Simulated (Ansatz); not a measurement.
# Os (P6_3/mmc, 2 atoms in the cell) under biaxial strain in the (0001) plane, that of a and b

Aim: how do the optical modes of Os (P6_3/mmc, 2 atoms in the cell) shift and split under this strain?

Method: DFT PBEsol, scalar-relativistic, plane waves, PAW; PAW set soft_1, in Ansatz 0.2.0.

## 1. The starting structure

The structure is hexagonal, space group P6_3/mmc (No. 194). Conventional cell: a = 2.734 Å, b = 2.734 Å, c = 4.320 Å, α = 90.00°, β = 90.00°, γ = 120.00°. Os has 12 Os at 2.68 to 2.73 Å nearest.

## 2. Relaxation

Harmonic phonons are second derivatives at a point where the forces vanish, and they are wanted at zero stress, so atoms and cell are relaxed first.

input.yaml reads:

```yaml
crystal:
  lattice:
    - [2.7341, 0.0, 0.0]
    - [-1.36705, 2.3678000565, 0.0]
    - [0.0, 0.0, 4.3197]
  atoms:
    - { symbol: Os, position: [0.33333333, 0.66666667, 0.25] }
    - { symbol: Os, position: [0.66666667, 0.33333333, 0.75] }
kpoints:
  mp_grid: { grid: [18, 18, 10] }
hamiltonian:
  xc: pbesol
  pseudopotentials: { kind: paw, azcp: { folder: soft_1 }, xc_functional: pbe }
scf:
  occupations: { method: gaussian, width: 0.1 }
output:
  forces: true
  stress: true
  eigenvalues: true
  write_density: true
  write_potential: true
  elf: true
  volumetric_format: npy
relax:
  adjacent_minimum: "off"
  f_tol: 0.005
  max_steps: 80
  cell: { stress_tol: 0.05 }
```

Command:

```sh
$ ansatz run input.yaml --threads 4 --pin off --max-ram 10240MiB --backend cpu --events-out ev --progress --plain --runs-dir out
```

Numbers of over 12 decimals in the logs are rounded to 6 here.

The log of the run:

```text
Engine: ansatz 0.2.0, aarch64-unknown-linux-gnu
Pseudopotentials: kind: paw
Pseudopotential: Os, paw, valence charge 16, recommended cutoff 420 eV (normal), soft_1/Os.paw.azcp
Functional definition: PBEsol
  exchange = pbesol_x
  correlation = pbesol_c
Crystal: 2 atoms, lattice volume = 27.965 Å³
Basis set: ecut = 420 eV, 537 PW (Γ), exchange–correlation on 40×40×60 points (8 copies of the dense FFT grid, shifted against one another)
Bands: 20, of which v1, the nominal top of the filled ones, is band 16 counted from 1 (15 counted from 0)
Symmetry: 24 space group operations
Space group: P63/mmc (ITA 194), of the structure as read, at distance tolerance 3.0e-5 Å
k-points: 222 of 3240
Non-local potential: Os, projectors of the file, l = 0: 3, l = 1: 2, l = 2: 2, l = 3: 1
PAW form: soft (Blöchl's): semilocal exchange-correlation on the pseudo side does not see the compensation charge
PAW frozen core: Os, regenerated for the run's functional, and the local potential with it (the file was generated under x = pbe(κ = 0.804, μ = 0.219515), c = pbe(β = 0.066725))
PAW one-centre angular grid: Os, 590 points (default); XC on 64 Gauss nodes
Initial density: superposition of atomic densities (chi_scale 0.1, normalization cell)
Initial wavefunctions: pseudopotential atomic-orbital guess
Functional: x = pbesol(κ = 0.804, μ = 0.123457), c = pbesol(β = 0.046)
SCF iter   1: F=—  HF=-22505.017188 eV  |F-HF|=—  |Δ(HF+E_count)|=         —  Δρ=6.34e-2  dr2=9.63e-1  ethr=3.10e-3  ⟨swp⟩=4.8  Hψ=17423  notcnv=0
preconditioner: auto → none  [metal: Δε(μ)=0.011 eV  Ē_g=7.101 eV  σ=0.100 eV  W_gap=0.06  n_scr=8 (ndim 8)  ℏωp=28.1 eV  f_vac=0.000  D(μ)=1.55/eV (n_scr^D=22)  sad-step TF]
SCF iter   2: F=—  HF=-22504.759013 eV  |F-HF|=—  |Δ(HF+E_count)|=   2.58e-1  Δρ=3.62e-2  dr2=3.00e-1  ethr=3.01e-3  ⟨swp⟩=2.0  Hψ=7010  notcnv=0  defer=51
SCF iter   3: F=—  HF=-22504.655502 eV  |F-HF|=—  |Δ(HF+E_count)|=   1.04e-1  Δρ=1.84e-3  dr2=3.43e-4  ethr=9.38e-4  ⟨swp⟩=2.0  Hψ=6962  notcnv=0  defer=51
SCF iter   4: F=—  HF=-22504.655432 eV  |F-HF|=—  |Δ(HF+E_count)|=   6.99e-5  Δρ=2.57e-4  dr2=1.28e-5  ethr=1.07e-6  ⟨swp⟩=2.0  Hψ=7909  notcnv=0  defer=51
SCF iter   5: F=—  HF=-22504.655444 eV  |F-HF|=—  |Δ(HF+E_count)|=   1.17e-5  Δρ=5.35e-5  dr2=2.82e-7  ethr=4.00e-8  ⟨swp⟩=2.6  Hψ=7336  notcnv=0  defer=51
SCF iter   6: F=-22504.655444 eV  HF=-22504.655444 eV  |F-HF|=1.84e-8  |Δ(HF+E_count)|=   1.28e-7  Δρ=1.30e-5  dr2=3.25e-8  ethr=3.13e-10  ⟨swp⟩=9.2  Hψ=27904  notcnv=0
SCF 1 converged in 6 iterations: F = -22504.655444 eV  dr2 = 3.25e-8
  greatest PAW one-centre occupation: 1.000 electrons in one spin orbital (limit 2), on the Os atom at site 1 (counted from 0), in its partial waves of l = 0
relax step   1: F+E_penalty+E_count = -22504.65544419 eV  Δ(F+E_penalty+E_count) = +0.000e0 eV  max|allowed force component| = 1.480e-16 eV/Å  Δτ_max = 0.0000 Å  P = -2.721 GPa  Ω = 27.965 Å³  (6 SCF iters, dr2 threshold 1.00e-7 eV, accepted)
Crystal: 2 atoms, lattice volume = 27.408 Å³
Initial density: handed on by an earlier stage of this run
Initial wavefunctions: those handed on with the density
iter 1 solved again at ethr=2.70e-7 eV; its pass at ethr=3.10e-3 eV (dr2=8.63e-5 eV) is discarded
SCF iter   1: F=—  HF=-22504.650169 eV  |F-HF|=—  |Δ(HF+E_count)|=         —  Δρ=9.00e-4  dr2=7.89e-5  ethr=2.70e-7  ⟨swp⟩=2.4  Hψ=26838  notcnv=0
preconditioner: auto → none  [metal: Δε(μ)=0.021 eV  Ē_g=7.058 eV  σ=0.100 eV  W_gap=0.12  n_scr=8 (ndim 8)  ℏωp=28.4 eV  f_vac=0.000  D(μ)=1.43/eV (n_scr^D=22)]
SCF iter   2: F=—  HF=-22504.650201 eV  |F-HF|=—  |Δ(HF+E_count)|=   3.15e-5  Δρ=4.25e-4  dr2=1.57e-5  ethr=2.47e-7  ⟨swp⟩=1.0  Hψ=4440  notcnv=0
iter 3 did not close the SCF: its close was put off for the readings that it lacked (scf_convergence_deferred on its scf_iter line)
SCF iter   3: F=-22504.650210 eV  HF=-22504.650211 eV  |F-HF|=1.08e-7  |Δ(HF+E_count)|=   9.54e-6  Δρ=3.02e-5  dr2=1.91e-7  ethr=4.90e-8  ⟨swp⟩=1.0  Hψ=4440  notcnv=0
iter 4 did not close the SCF: its close was put off for the readings that it lacked (scf_convergence_deferred on its scf_iter line)
SCF iter   4: F=-22504.650210 eV  HF=-22504.650210 eV  |F-HF|=2.30e-9  |Δ(HF+E_count)|=   5.20e-8  Δρ=6.51e-6  dr2=2.25e-9  ethr=5.97e-10  ⟨swp⟩=2.0  Hψ=7915  notcnv=0
iter 5 did not close the SCF: its close was put off for the readings that it lacked (scf_convergence_deferred on its scf_iter line)
SCF iter   5: F=-22504.650210 eV  HF=-22504.650210 eV  |F-HF|=1.46e-11  |Δ(HF+E_count)|=   2.52e-9  Δρ=1.39e-6  dr2=1.12e-10  ethr=7.04e-12  ⟨swp⟩=2.2  Hψ=6823  notcnv=0
SCF iter   6: F=-22504.650210 eV  HF=-22504.650210 eV  |F-HF|=7.28e-12  |Δ(HF+E_count)|=  3.64e-12  Δρ=1.20e-7  dr2=1.80e-12  ethr=1.00e-12  ⟨swp⟩=4.2  Hψ=18804  notcnv=0
SCF 2 converged in 6 iterations: F = -22504.650210 eV  dr2 = 1.80e-12
relax step   2: F+E_penalty+E_count = -22504.65021045 eV  Δ(F+E_penalty+E_count) = +5.234e-3 eV  max|allowed force component| = 6.939e-17 eV/Å  Δτ_max = 0.0000 Å  P = +6.072 GPa  Ω = 27.408 Å³  energy of the carried Pulay correction = +3.983e-4 eV  (6 SCF iters, dr2 threshold 2.00e-7 eV, rejected (line search))
Crystal: 2 atoms, lattice volume = 27.790 Å³
iter 1 solved again at ethr=1.26e-7 eV; its pass at ethr=3.10e-3 eV (dr2=4.04e-5 eV) is discarded
SCF iter   1: F=—  HF=-22504.657096 eV  |F-HF|=—  |Δ(HF+E_count)|=         —  Δρ=6.20e-4  dr2=3.84e-5  ethr=1.26e-7  ⟨swp⟩=3.1  Hψ=25465  notcnv=0
preconditioner: auto → none  [metal: Δε(μ)=0.019 eV  Ē_g=6.929 eV  σ=0.100 eV  W_gap=0.11  n_scr=8 (ndim 8)  ℏωp=28.2 eV  f_vac=0.000  D(μ)=1.48/eV (n_scr^D=22)]
SCF iter   2: F=—  HF=-22504.657117 eV  |F-HF|=—  |Δ(HF+E_count)|=   2.09e-5  Δρ=2.94e-4  dr2=7.74e-6  ethr=1.20e-7  ⟨swp⟩=1.0  Hψ=4440  notcnv=0
SCF iter   3: F=—  HF=-22504.657119 eV  |F-HF|=—  |Δ(HF+E_count)|=   2.17e-6  Δρ=1.88e-5  dr2=6.41e-8  ethr=2.42e-8  ⟨swp⟩=1.2  Hψ=5050  notcnv=0
SCF iter   4: F=—  HF=-22504.657126 eV  |F-HF|=—  |Δ(HF+E_count)|=   6.91e-6  Δρ=4.66e-6  dr2=1.25e-9  ethr=2.00e-10  ⟨swp⟩=2.1  Hψ=7964  notcnv=0
SCF iter   5: F=—  HF=-22504.657126 eV  |F-HF|=—  |Δ(HF+E_count)|=  9.17e-10  Δρ=8.45e-7  dr2=4.43e-11  ethr=3.90e-12  ⟨swp⟩=2.3  Hψ=6228  notcnv=0
SCF iter   6: F=-22504.657126 eV  HF=-22504.657126 eV  |F-HF|=0.00e0  |Δ(HF+E_count)|=  7.28e-12  Δρ=7.49e-8  dr2=8.69e-13  ethr=1.00e-12  ⟨swp⟩=5.1  Hψ=17895  notcnv=0
SCF 3 converged in 6 iterations: F = -22504.657126 eV  dr2 = 8.69e-13
relax step   3: F+E_penalty+E_count = -22504.65712601 eV  Δ(F+E_penalty+E_count) = -1.682e-3 eV  max|allowed force component| = 1.480e-16 eV/Å  Δτ_max = 0.0000 Å  P = -0.072 GPa  Ω = 27.790 Å³  energy of the carried Pulay correction = +1.241e-4 eV  (6 SCF iters, accepted)
[...]
relax step   4: F+E_penalty+E_count = -22504.65713054 eV  Δ(F+E_penalty+E_count) = -4.531e-6 eV  max|allowed force component| = 2.313e-16 eV/Å  Δτ_max = 0.0000 Å  P = +0.001 GPa  Ω = 27.785 Å³  energy of the carried Pulay correction = +1.274e-4 eV  (6 SCF iters, accepted)
Initial wavefunctions: pseudopotential atomic-orbital guess (no wavefunctions were taken with the density)
iter 1 solved again at ethr=1.76e-8 eV; its pass at ethr=3.10e-3 eV (dr2=5.64e-6 eV) is discarded
SCF iter   1: F=—  HF=-22504.656980 eV  |F-HF|=—  |Δ(HF+E_count)|=         —  Δρ=1.72e-5  dr2=1.55e-8  ethr=1.76e-8  ⟨swp⟩=3.3  Hψ=30790  notcnv=0
SCF iter   2: F=—  HF=-22504.656995 eV  |F-HF|=—  |Δ(HF+E_count)|=   1.48e-5  Δρ=7.98e-6  dr2=2.58e-9  ethr=4.83e-11  ⟨swp⟩=2.3  Hψ=7890  notcnv=0
SCF iter   3: F=—  HF=-22504.656995 eV  |F-HF|=—  |Δ(HF+E_count)|=   1.56e-9  Δρ=1.12e-6  dr2=4.86e-11  ethr=8.05e-12  ⟨swp⟩=2.5  Hψ=8074  notcnv=0
iter 4 did not close the SCF: its close was put off for the readings that it lacked (scf_convergence_deferred on its scf_iter line)
SCF iter   4: F=-22504.656995 eV  HF=-22504.656995 eV  |F-HF|=3.64e-12  |Δ(HF+E_count)|=  7.64e-11  Δρ=1.44e-7  dr2=1.24e-12  ethr=1.00e-12  ⟨swp⟩=1.0  Hψ=4440  notcnv=0
iter 5 did not close the SCF: its close was put off for the readings that it lacked (scf_convergence_deferred on its scf_iter line)
SCF iter   5: F=-22504.656995 eV  HF=-22504.656995 eV  |F-HF|=3.64e-12  |Δ(HF+E_count)|=  3.64e-12  Δρ=7.80e-9  dr2=8.97e-15  ethr=1.00e-12  ⟨swp⟩=1.0  Hψ=4440  notcnv=0
iter 6 did not close the SCF: its close was put off for the readings that it lacked (scf_convergence_deferred on its scf_iter line)
SCF iter   6: F=-22504.656995 eV  HF=-22504.656995 eV  |F-HF|=7.28e-12  |Δ(HF+E_count)|=  7.28e-12  Δρ=1.70e-9  dr2=1.77e-16  ethr=1.00e-12  ⟨swp⟩=1.0  Hψ=4440  notcnv=0
iter 7 did not close the SCF: its close was put off for the readings that it lacked (scf_convergence_deferred on its scf_iter line)
SCF iter   7: F=-22504.656995 eV  HF=-22504.656995 eV  |F-HF|=3.64e-12  |Δ(HF+E_count)|=  1.09e-11  Δρ=4.95e-10  dr2=9.23e-18  ethr=1.00e-12  ⟨swp⟩=1.0  Hψ=4440  notcnv=0
SCF iter   8: F=-22504.656995 eV  HF=-22504.656995 eV  |F-HF|=7.28e-12  |Δ(HF+E_count)|=  3.64e-12  Δρ=2.84e-11  dr2=2.04e-19  ethr=1.00e-12  ⟨swp⟩=1.5  Hψ=9913  notcnv=0
SCF 5 converged in 8 iterations: F = -22504.656995 eV  dr2 = 2.04e-19
relax step   5: F+E_penalty+E_count = -22504.65699457 eV  Δ(F+E_penalty+E_count) = +1.360e-4 eV  max|allowed force component| = 2.174e-16 eV/Å  Δτ_max = 0.0000 Å  P = +0.004 GPa  Ω = 27.785 Å³  stress off target by 6.71e-3 GPa  SCF on the basis re-selected at this cell (its energy is not comparable with the rows above)  (8 SCF iters)
basis re-selected at this cell: Δ(F+E_penalty+E_count) = +1.360e-4 eV, ΔP = +0.003 GPa vs the last step (what re-selecting the basis moved, of the pressure what is left beyond the Pulay correction that the steps carried, after the strain that the cell walked since its last selection, with what the two solves' SCF thresholds leave and, on support functions, any second-order correction that the steps lacked; it is no m [...]
SCF converged after 8 iterations
Free energy (F): -22504.656995 eV
Harris-Foulkes:  -22504.656995 eV  (|F-HF|=7.28e-12)
Internal energy: -22504.649591 eV  (E = F + TS)
E sigma→0 (E₀):  -22504.653293 eV
Entropy (-TS):   -0.007404 eV (-3.702 meV/atom)
Fermi energy:    26.046867 eV
--- Per-component energies (eV) ---
  E_band       = -129.459485
  E_kinetic    = 985.153081
  E_local      = -1813.819440  (includes V_loc(G=0)·N_el)
  E_nonlocal   = 398.204403
  E_hartree    = 648.925184
  E_xc         = -465.821906
  E_vxc        = -492.801561  (∫ρ·V_xc dr)
  E_paw        = -17829.671438  (= ΣΔE_a)
  E_vpaw       = -504.047213  (= ΣTr[D̂ρ^β])
  E_aug_tail   = 0.000876  (compensation charges beyond the density's cutoff)
  E_ewald      = -4428.116346
  E_core_change = 0.495995  (= ΣΔE_core)
  E_smearing   = -0.007404  (= −TS)
  E_closure    = -0.000000  (closes the sum)
  Σ components = -22504.656995   (vs F -22504.656995, Δ=0.00e0)
--- Forces (eV/Å), atoms counted from 1 ---
  atom   1  Os    -0.00000000     0.00000000     0.00000000
  atom   2  Os     0.00000000    -0.00000000    -0.00000000
  max |Σ_I F_I| component: 1.85e-17 eV/Å
--- Stress (GPa, compression-positive) ---
        0.003195       0.000000       0.000000
        0.000000       0.003195      -0.000000
        0.000000      -0.000000       0.006708
  P = ⅓ Tr σ = 0.0044 GPa (0.044 kbar)
--- Band table (eV; the first three rows and the last of 222) ---
  k-point 0: bands = [... 12 lower, 23.2000, 23.8044, 23.8044, 24.4824, 24.4824, 26.0382, 27.7691, 27.7691]
  k-point 1: bands = [... 12 lower, 23.1257, 23.7206, 23.7206, 24.6760, 24.6760, 25.6222, 27.7876, 27.7876]
  k-point 2: bands = [... 12 lower, 22.9245, 23.5040, 23.5040, 24.6524, 25.1481, 25.1481, 27.7968, 27.7968]
  k-point 221: bands = [... 12 lower, 22.5768, 22.5768, 24.6606, 24.6606, 27.7081, 27.7081, 34.4628, 34.4628]
--- Relaxed structure (4 steps of the walk, 3 accepted, 1 SCFs on fresh bases) ---
  F+E_penalty+E_count = -22504.65699457 eV   max|allowed force component| = 2.174e-16 eV/Å   (the final SCF, on the basis selected at the relaxed cell)
  cell:  # Å, volume = 27.7854 Å³
    - [2.727274, 0.0, 0]
    - [-1.363637, 2.361889, 0]
    - [0, 0, 4.313486]
  atoms:
    - { symbol: Os, position: [0.333333, 0.666667, 0.250000] }
    - { symbol: Os, position: [0.666667, 0.333333, 0.750000] }
```

It took 6.8 s on 4 threads of Arm Neoverse V2, shared host; peak memory 0.41 GiB; 25 s of CPU time.

Relaxation path:

```csv
step,energy less that of the first step (eV),largest force component (eV/Å),pressure (GPa),volume (Å³)
1,0.0000,0.0000,-2.72,27.96
2,0.0052,0.0000,6.07,27.41
3,-0.0017,0.0000,-0.07,27.79
4,-0.0017,0.0000,0.00,27.79
5*,-0.0016,0.0000,0.00,27.79
```

Relaxation steps marked * repeat the geometry before them on a plane-wave basis chosen anew for their cell, so energy and pressure can jump there. Relaxation step 2 was tried and not accepted.

Forces are held to the 24 operations that the run works with; a distortion that breaks them can't arise in this run.

```
conventional cell, symmetrised  before  after  change
                         a (Å)   2.734  2.727  -0.2 %
                         b (Å)   2.734  2.727  -0.2 %
                         c (Å)   4.320  4.313  -0.1 %
              volume (Å³/atom)   13.98  13.89  -0.6 %
```

Final coordinates:

```xyz
2
Lattice="2.7273 0.0000 0.0000 -1.3636 2.3619 0.0000 0.0000 0.0000 4.3135" Properties=species:S:1:pos:R:3 pbc="T T T"
Os    0.0000    1.5746    1.0784
Os    1.3636    0.7873    3.2351
```

Numbers from this step:

* pressure: 0.004366 GPa
* volume per atom: 13.89 Å³
* gap on the k-mesh: 0 eV

ELF in the ac plane at fractional y = 0.333, with atoms of Os within 0.2 Å of it. It is the smooth field of the valence electrons, not physical close to the nuclei.

Ten even steps from '_' (0.24) to '@' (0.61):
```
::::::::::::....::::::......
..::--::....::==**####**==..
....--::....++%%@@@@@@@@##--
::..--::..--##@@@@%%%%@@@@**
::..--::..==%%@@##++++%%@@##
::..--::..==%%@@##++++%%@@##
::..--::..--##@@@@%%%%@@@@**
....--::....++%%@@@@@@@@##--
..::--::....::==**####**==..
::::::::::::....::::::......
--::....::--::..________::--
::______..::----::....::----
..________..::------------::
....::::......::::----::....
::--====--::....::::::......
::==++++==::..__..::::..__..
::==++++==::..__..::::..__..
::--====--::....::::::......
....::::......::::----::....
..________..::------------::
::______..::----::....::----
--::....::--::..________::--
```
Columns run along a (2.7 Å), rows up along c (4.3 Å). Atoms in or near the plane, at fractional coordinates: Os at (0.67, 0.75).

Valence density in the ac plane at fractional y = 0.333, with atoms of Os within 0.2 Å of it. It is the smooth field of the valence electrons, not physical close to the nuclei.

Values in e/Å³, 22 rows by 14 columns:
```
0.4 0.4 0.3 0.3 0.4 0.5 0.6 0.8 1.0 1.2 1.2 1.0 0.7 0.5
0.5 0.4 0.4 0.4 0.4 0.6 1.0 1.7 2.5 3.0 2.9 2.3 1.4 0.8
0.7 0.5 0.4 0.4 0.5 0.8 1.8 3.4 4.9 5.7 5.6 4.5 2.8 1.4
0.9 0.5 0.4 0.4 0.6 1.2 2.8 5.1 7.0 7.8 7.6 6.5 4.4 2.2
1.1 0.6 0.5 0.5 0.7 1.5 3.5 6.1 8.0 8.6 8.4 7.5 5.3 2.7
1.1 0.6 0.5 0.5 0.7 1.5 3.5 6.1 8.0 8.6 8.4 7.5 5.3 2.7
0.9 0.5 0.4 0.4 0.6 1.2 2.8 5.1 7.0 7.8 7.6 6.5 4.4 2.2
0.7 0.5 0.4 0.4 0.5 0.8 1.8 3.4 4.9 5.7 5.6 4.5 2.8 1.4
0.5 0.4 0.4 0.4 0.4 0.6 1.0 1.7 2.5 3.0 2.9 2.3 1.4 0.8
0.4 0.4 0.3 0.3 0.4 0.5 0.6 0.8 1.0 1.2 1.2 1.0 0.7 0.5
0.4 0.4 0.4 0.4 0.4 0.4 0.5 0.5 0.6 0.6 0.6 0.6 0.5 0.4
0.4 0.4 0.4 0.4 0.4 0.4 0.4 0.4 0.4 0.4 0.4 0.4 0.4 0.4
0.5 0.6 0.6 0.6 0.6 0.5 0.5 0.4 0.4 0.4 0.4 0.4 0.4 0.5
0.7 0.9 1.0 1.0 0.9 0.7 0.5 0.4 0.4 0.4 0.4 0.4 0.4 0.5
0.9 1.3 1.6 1.6 1.3 0.9 0.6 0.5 0.4 0.4 0.4 0.4 0.5 0.6
1.1 1.7 2.0 2.0 1.6 1.0 0.7 0.5 0.4 0.4 0.4 0.4 0.5 0.7
1.1 1.7 2.0 2.0 1.6 1.0 0.7 0.5 0.4 0.4 0.4 0.4 0.5 0.7
0.9 1.3 1.6 1.6 1.3 0.9 0.6 0.5 0.4 0.4 0.4 0.4 0.5 0.6
0.7 0.9 1.0 1.0 0.9 0.7 0.5 0.4 0.4 0.4 0.4 0.4 0.4 0.5
0.5 0.6 0.6 0.6 0.6 0.5 0.5 0.4 0.4 0.4 0.4 0.4 0.4 0.5
0.4 0.4 0.4 0.4 0.4 0.4 0.4 0.4 0.4 0.4 0.4 0.4 0.4 0.4
0.4 0.4 0.4 0.4 0.4 0.4 0.5 0.5 0.6 0.6 0.6 0.6 0.5 0.4
```
Columns run along a (2.7 Å), rows up along c (4.3 Å). Atoms in or near the plane, at fractional coordinates: Os at (0.67, 0.75).

Electrostatic potential energy in the ac plane at fractional y = 0.333, with atoms of Os within 0.2 Å of it. With pseudopotentials it is smooth inside the atoms' cores, unlike the true potential.

Ten even steps from '_' (-53 eV) to '@' (26 eV):
```
@@@@@@@@@@@@@@%%##****##%%@@
@@@@@@@@@@%%##++==----==**%%
%%@@@@@@@@%%++--......::==**
##@@@@@@%%**==..________::==
##@@@@@@%%**--..________..==
##@@@@@@%%**--..________..==
##@@@@@@%%**==..________::==
%%@@@@@@@@%%++--......::==**
@@@@@@@@@@%%##++==----==**%%
@@@@@@@@@@@@@@%%##****##%%@@
@@@@@@@@@@@@@@@@@@%%@@@@@@@@
@@@@@@@@@@@@@@@@@@@@@@@@@@@@
@@%%%%%%%%@@@@@@@@@@@@@@@@@@
%%########%%@@@@@@@@@@@@@@@@
##********##%%@@@@@@@@@@@@%%
##++++++**##%%@@@@@@@@@@@@%%
##++++++**##%%@@@@@@@@@@@@%%
##********##%%@@@@@@@@@@@@%%
%%########%%@@@@@@@@@@@@@@@@
@@%%%%%%%%@@@@@@@@@@@@@@@@@@
@@@@@@@@@@@@@@@@@@@@@@@@@@@@
@@@@@@@@@@@@@@@@@@%%@@@@@@@@
```
Columns run along a (2.7 Å; values clipped at the 3rd and 97th percentile), rows up along c (4.3 Å). Atoms in or near the plane, at fractional coordinates: Os at (0.67, 0.75).

In this step the volume went from 13.98 to 13.89 Å³/atom.

## 3. Tight relaxation

Phonons need small forces and stress, so the relaxation is finished with tight tolerances on 18×18×12 k points.

input.yaml reads:

```yaml
crystal:
  lattice:
    - [2.727274432, 0.0, 0.0]
    - [-1.363637216, 2.3618889412, 0.0]
    - [0.0, 0.0, 4.3134858279]
  atoms:
    - { symbol: Os, position: [0.3333333333, 0.6666666667, 0.25] }
    - { symbol: Os, position: [0.6666666667, 0.3333333333, 0.75] }
kpoints:
  mp_grid: { grid: [18, 18, 12] }
hamiltonian:
  xc: pbesol
  pseudopotentials: { kind: paw, azcp: { folder: soft_1 }, xc_functional: pbe }
scf:
  occupations: { method: methfessel_paxton, width: 0.2 }
output:
  forces: true
  stress: true
  eigenvalues: true
relax:
  adjacent_minimum: "off"
  f_tol: 0.001
  max_steps: 60
  cell: { stress_tol: 0.01 }
```

The log of the run:

```text
[...]
Crystal: 2 atoms, lattice volume = 27.785 Å³
Basis set: ecut = 420 eV, 537 PW (Γ), exchange–correlation on 40×40×60 points (8 copies of the dense FFT grid, shifted against one another)
Bands: 20, of which v1, the nominal top of the filled ones, is band 16 counted from 1 (15 counted from 0)
Symmetry: 24 space group operations
[...]
k-points: 259 of 3888
[...]
k-point 258: bands = [... 12 lower, 22.5800, 22.5800, 24.6653, 24.6653, 27.7072, 27.7072, 34.4635, 34.4635]
--- Relaxed structure (3 steps of the walk, 2 accepted, 1 SCFs on fresh bases) ---
[...]
cell:  # Å, volume = 27.7828 Å³
    - [2.727882, 0.0, 0.0]
    - [-1.363941, 2.362415, 0.0]
    - [0.0, 0.0, 4.311167]
  atoms:
    - { symbol: Os, position: [0.333333, 0.666667, 0.25] }
    - { symbol: Os, position: [0.666667, 0.333333, 0.750000] }
[key lines of the parts left out:]
SCF converged after 4 iterations
Free energy (F): -22504.656562 eV
Fermi energy:    26.052882 eV
P = ⅓ Tr σ = -0.0003 GPa (-0.003 kbar)
```

Wall time 5.7 s (4 threads); peak memory 0.41 GiB; 21 s of CPU time.

Little changed from the start: no atom moved by 0.005 Å and no cell edge by 0.1 %.

This step gave:

* pressure: -3.13e-4 GPa

The forces vanish by symmetry and the pressure is 0.000 GPa, within the tolerances set. The cell now holds 13.89 Å³/atom.

[end of part 1 of 2]

[Logs are printed without paths, hosts, clocks, repeated set-up lines and the standing remarks that a program may print on its own settings, such as how far it seeks lower states.]

[Hosts, paths, dates, database ids (printed as entryN), source tags and the programs' standing remarks are cut or masked in the printed files.]
